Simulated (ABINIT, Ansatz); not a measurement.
# Y2CN2O2 (P-3m1): one start, several treatments of the self-energy

Wanted: the gap of Y2CN2O2 (P-3m1) under several approximations, with cost.

Main program and level: ABINIT 10.8.3; LDA and many-body steps on it, plane waves.

This is a report of a sequence of runs, with most program output left out.

## 1. Starting point

Symmetry: P-3m1, No. 164, trigonal system. The conventional cell has a = 3.699 Å, b = 3.699 Å, c = 8.169 Å, α = 90.00°, β = 90.00°, γ = 120.00°. Nearest to Y lie 4 O at 2.22 to 2.29 Å and 3 N at 2.56 Å. C has 2 N at 1.23 Å nearest. Nearest to N lie 1 C at 1.23 Å and 3 Y at 2.56 Å. Nearest to O lie 4 Y at 2.22 to 2.29 Å. Farther neighbours and most contacts between anions are not listed.

The cell and positions are those that the Materials Project relaxed with its own functionals (PBE, PBE+U or r2SCAN), kept fixed.

## 2. Empty states on the mesh, 3×3×1 mesh, 199 bands

This step: ABINIT 10.8.3; DFT, LDA, plane waves, norm-conserving pseudopotentials.

The sums over transitions need many empty states on a uniform mesh; this step solves for them.

Contents of run.abi:

```
acell 3*1.0 Angstrom
rprim 
  3.698989096613 -0.000000000003 0.000000000000
  -1.849494548304 3.203418525990 0.000000000000
  0.000000000000 0.000000000000 8.168855210000
ntypat 4
znucl 39 6 7 8
natom 7
typat 1 1 2 3 3 4 4
xred 
  0.333333333333 0.666666666667 0.677519680000
  0.666666666667 0.333333333333 0.322480320000
  0.000000000000 0.000000000000 0.000000000000
  0.000000000000 0.000000000000 0.150149940000
  0.000000000000 0.000000000000 0.849850060000
  0.333333333333 0.666666666667 0.396659330000
  0.666666666667 0.333333333333 0.603340670000
pp_dirpath "pseudos"
pseudos "Y.upf, C.upf, N.upf, O.upf"
ecut 37
ngkpt 3 3 1
nshiftk 1
shiftk 0 0 0
kptopt 1
chksymbreak 0
iscf -2
irdden 1
istwfk *1
nband 199
nbdbuf 18
tolwfr 1e-09
nstep 60
prtvol 0
indata_prefix "in"
outdata_prefix "out"
tmpdata_prefix "tmp"
```

Started as:

```console
OMP_NUM_THREADS=1 mpirun -n 3 abinit run.abi > log
```

The job ended after 59 s (3 MPI ranks of Intel Xeon Platinum 8488C (Sapphire Rapids), shared host; peak memory 0.37 GiB; 2.9 min of CPU time).

This step gave:

* gap: 3.727 eV
* k of the valence top: 0, 0, 0
* k of the conduction bottom: 0, 0, 0
* least direct gap: 3.727 eV
* k points computed: 3
* lowest point of the top converged band, above the valence top: 71.0089 eV

On this mesh the gap is 3.727 eV.

The density comes from a self-consistent run that is not shown.

## 3. Screening, 3×3×1 mesh, 88 bands, screening to 114.3 eV

The RPA dielectric matrix is built and inverted for each q.

This step: RPA screening on LDA, plane waves, norm-conserving pseudopotentials.

Edit run.abi of step 2 so:

```diff
@@ -25,10 +25,11 @@
 chksymbreak 0
-iscf -2
-irdden 1
 istwfk *1
-nband 199
-nbdbuf 18
-tolwfr 1e-09
-nstep 60
-prtvol 0
+occopt 1
+irdwfk 1
+optdriver 3
+nband 88
+ecuteps 4.2
+inclvkb 2
+awtr 1
+symchi 1
 indata_prefix "in"
```

Started as:

```console
OMP_NUM_THREADS=1 mpirun -n 4 abinit run.abi > log
```

Wall time 14 s (4 MPI ranks); peak memory 0.82 GiB; 53 s of CPU time.

Numbers from this step:

* ε∞ with local fields, on this mesh, along the program's q direction: 3.831
* the same without local fields: 4.295
* plasma frequency: 26.15 eV
* plane waves in the screening matrix: 273

Local fields lower ε∞ by 11 %. On a Γ-centred mesh this coarse the value itself is usually too large, while a short band sum pulls it down.

## 4. G0W0, Godby-Needs plasmon pole

The self-energy is evaluated for the states that the input lists, and the levels follow from it, in one-shot runs by the linearised quasiparticle equation.

This step: G0W0 on LDA, plane waves, norm-conserving pseudopotentials.

Edit run.abi of step 3 so:

```diff
@@ -28,8 +28,15 @@
 irdwfk 1
-optdriver 3
+optdriver 4
 nband 88
+gwcalctyp 0
+ecutsigx 37
+symsigma 1
+nkptgw 1
+kptgw 
+  0.0000000000 0.0000000000 0.0000000000
+bdgw 
+  23 26
 ecuteps 4.2
-inclvkb 2
-awtr 1
-symchi 1
+irdscr 1
+ppmodel 1
 indata_prefix "in"
```

It took 4.8 s on 4 MPI ranks; peak memory 0.22 GiB; 18 s of CPU time.

Numbers from this step:

| Quantity | Value |
| --- | --- |
| G0W0 gap on the points computed | 5.194 eV |
| starting gap on the mesh | 3.727 eV |
| k of the valence top | 0, 0, 0 |
| k of the conduction bottom | 0, 0, 0 |
| Z at the valence top | 0.8 |
| Z at the conduction bottom | 0.858 |
| least direct G0W0 gap on the computed points | 5.194 eV |

The gap on the mesh goes from 3.73 eV to 5.19 eV, a correction of +1.47 eV.

## 5. G0W0, Engel-Farid plasmon pole

Edit run.abi of step 4 so:

```diff
@@ -40,3 +40,3 @@
 irdscr 1
-ppmodel 1
+ppmodel 4
 indata_prefix "in"
```

The job ended after 5.6 s (4 MPI ranks; peak memory 0.22 GiB; 21 s of CPU time).

Numbers from this step:

```yaml
g0w0_gap_on_the_points_computed: 5.193 eV
starting_gap_on_the_mesh: 3.727 eV
k_of_the_valence_top: 0, 0, 0
k_of_the_conduction_bottom: 0, 0, 0
z_at_the_valence_top: 0.817
z_at_the_conduction_bottom: 0.869
least_direct_g0w0_gap_on_the_computed_points: 5.193 eV
```

Against G0W0 in ABINIT (3×3×1 mesh, 88 bands, screening to 114.3 eV, Godby-Needs plasmon pole), the gap moves by −0.001 eV.

## 6. G0W0, von der Linden-Horsch plasmon pole

Edit run.abi of step 5 so:

```diff
@@ -40,3 +40,3 @@
 irdscr 1
-ppmodel 4
+ppmodel 3
 indata_prefix "in"
```

It took 5.5 s on 4 MPI ranks; peak memory 0.22 GiB; 21 s of CPU time.

This step gave:

```yaml
g0w0_gap_on_the_points_computed: 5.181 eV
starting_gap_on_the_mesh: 3.727 eV
k_of_the_valence_top: 0, 0, 0
k_of_the_conduction_bottom: 0, 0, 0
least_direct_g0w0_gap_on_the_computed_points: 5.181 eV
```

Against G0W0 in ABINIT (3×3×1 mesh, 88 bands, screening to 114.3 eV, Godby-Needs plasmon pole), the gap moves by −0.013 eV.

## 7. One-shot Hartree-Fock

This step: one-shot Hartree-Fock on LDA, plane waves, norm-conserving pseudopotentials.

Edit run.abi of step 6 so:

```diff
@@ -29,4 +29,4 @@
 optdriver 4
-nband 88
-gwcalctyp 0
+nband 28
+gwcalctyp 5
 ecutsigx 37
@@ -38,5 +38,4 @@
   23 26
-ecuteps 4.2
-irdscr 1
-ppmodel 3
+ixc_sigma 40
+fftgw 31
 indata_prefix "in"
```

It took 4.1 s on 4 MPI ranks; peak memory 0.22 GiB.

This step gave:

```
quasiparticle gap on the points computed              : 12.22 eV
starting gap on the mesh                              : 3.727 eV
k of the valence top                                  : 0, 0, 0
k of the conduction bottom                            : 0, 0, 0
least direct quasiparticle gap on the computed points : 12.22 eV
```

Against G0W0 in ABINIT (3×3×1 mesh, 88 bands, screening to 114.3 eV, Godby-Needs plasmon pole), the gap moves by +7.030 eV.

## 8. Screening, 3×3×1 mesh, 88 bands, screening to 114.3 eV

This step: RPA screening on LDA, plane waves, norm-conserving pseudopotentials.

Edit run.abi of step 7 so:

```diff
@@ -28,14 +28,14 @@
 irdwfk 1
-optdriver 4
-nband 28
-gwcalctyp 5
-ecutsigx 37
-symsigma 1
-nkptgw 1
-kptgw 
-  0.0000000000 0.0000000000 0.0000000000
-bdgw 
-  23 26
-ixc_sigma 40
-fftgw 31
+optdriver 3
+nband 88
+ecuteps 4.2
+inclvkb 2
+awtr 1
+symchi 1
+gwcalctyp 2
+nfreqre 16
+freqremax 40 eV
+nfreqim 8
+spmeth 1
+nomegasf 120
 indata_prefix "in"
```

Wall time 16 s (4 MPI ranks); peak memory 1.3 GiB.

This step gave:

```yaml
eps_infinity_with_local_fields_on_this_mesh_along_the_program_s_q_direction: 3.836
the_same_without_local_fields: 4.302
plasma_frequency: 26.15 eV
plane_waves_in_the_screening_matrix: 273
```

## 9. G0W0, contour deformation

This step: G0W0 on LDA, plane waves, norm-conserving pseudopotentials.

Edit run.abi of step 8 so:

```diff
@@ -28,14 +28,14 @@
 irdwfk 1
-optdriver 3
+optdriver 4
 nband 88
+gwcalctyp 2
+ecutsigx 37
+symsigma 1
+nkptgw 1
+kptgw 
+  0.0000000000 0.0000000000 0.0000000000
+bdgw 
+  23 26
 ecuteps 4.2
-inclvkb 2
-awtr 1
-symchi 1
-gwcalctyp 2
-nfreqre 16
-freqremax 40 eV
-nfreqim 8
-spmeth 1
-nomegasf 120
+irdscr 1
 indata_prefix "in"
```

It took 4.2 s on 4 MPI ranks; peak memory 0.3 GiB; 16 s of CPU time.

Numbers from this step:

```yaml
g0w0_gap_on_the_points_computed: 5.212 eV
starting_gap_on_the_mesh: 3.727 eV
k_of_the_valence_top: 0, 0, 0
k_of_the_conduction_bottom: 0, 0, 0
least_direct_g0w0_gap_on_the_computed_points: 5.212 eV
```

Against G0W0 in ABINIT (3×3×1 mesh, 88 bands, screening to 114.3 eV, Godby-Needs plasmon pole), the gap moves by +0.018 eV.

## 10. Side by side

Times are wall times on 4 MPI ranks of Intel Xeon Platinum 8488C (Sapphire Rapids), shared host, good to a factor of about two. A run's time includes the screening step that it read.

| run | mesh | bands | screening cutoff (eV) | DFT gap (eV) | gap on the mesh (eV) | direct (eV) | ε∞ used | time |
| --- | --- | --- | --- | --- | --- | --- | --- | --- |
| G0W0, Godby-Needs plasmon pole | 3×3×1 | 88 | 114.3 | 3.727 | 5.194 | 5.194 | 3.83 | 18 s |
| G0W0, Engel-Farid plasmon pole | 3×3×1 | 88 | 114.3 | 3.727 | 5.193 | 5.193 | 3.83 | 19 s |
| G0W0, von der Linden-Horsch plasmon pole | 3×3×1 | 88 | 114.3 | 3.727 | 5.181 | 5.181 | 3.83 | 19 s |
| one-shot Hartree-Fock | 3×3×1 | - | - | 3.727 | 12.224 | 12.224 | - | 4.1 s |
| G0W0, contour deformation | 3×3×1 | 88 | 114.3 | 3.727 | 5.212 | 5.212 | 3.84 | 20 s |

## 11. Summary of results

| Property | Result |
| --- | --- |
| G0W0, Godby-Needs plasmon pole | 5.194 eV |
| G0W0, Engel-Farid plasmon pole | 5.193 eV |
| G0W0, von der Linden-Horsch plasmon pole | 5.181 eV |
| one-shot Hartree-Fock | 12.224 eV |
| G0W0, contour deformation | 5.212 eV |
| known limits | not at the basis limit; no spin-orbit coupling; coarse k mesh |

In words: G0W0, Engel-Farid plasmon pole: −0.001 eV against G0W0, Godby-Needs plasmon pole. G0W0, von der Linden-Horsch plasmon pole: −0.013 eV against G0W0, Godby-Needs plasmon pole. One-shot Hartree-Fock: +7.030 eV against G0W0, Godby-Needs plasmon pole. G0W0, contour deformation: +0.018 eV against G0W0, Godby-Needs plasmon pole. Bare exchange alone opens the gap to 12.22 eV; against G0W0, correlation takes back 7.03 eV. Bands and cutoff are finite, so the gap is not at the basis limit. The miss can reach some tenths of an eV and take either sign; the mesh is an error of its own. In the G0W0 runs levels were corrected at 1 k point alone, so a gap called «on the mesh» is the least over those, and an edge elsewhere would be missed. The 3×3×1 mesh is coarse for this cell, which bears on the long-range parts of exchange and screening. The many-body steps are scalar-relativistic: spin-orbit coupling is not in them.

[Paths, hosts, dates, memory and timing lines, banners, echoed tables and standing remarks are left out of the program output.]

[Logs are printed without paths, hosts, clocks, repeated set-up lines and the standing remarks that a program may print on its own settings, such as how far it seeks lower states.]

[Runs of the session that timed out or met a known fault of the program may be left out.]

[Hosts, paths, dates, database ids (printed as entryN), source tags and the programs' standing remarks are cut or masked in the printed files.]

[G0W0 gaps are taken among the corrected bands and points alone; a level outside them can change the order at an edge.]

[Where Ansatz stands beside ABINIT at settings called matched, ABINIT's density can come from a denser mesh and the files from another edition; pairs whose starting gaps differed by over 0.03 eV were left out, so agreement reads better than it is.]
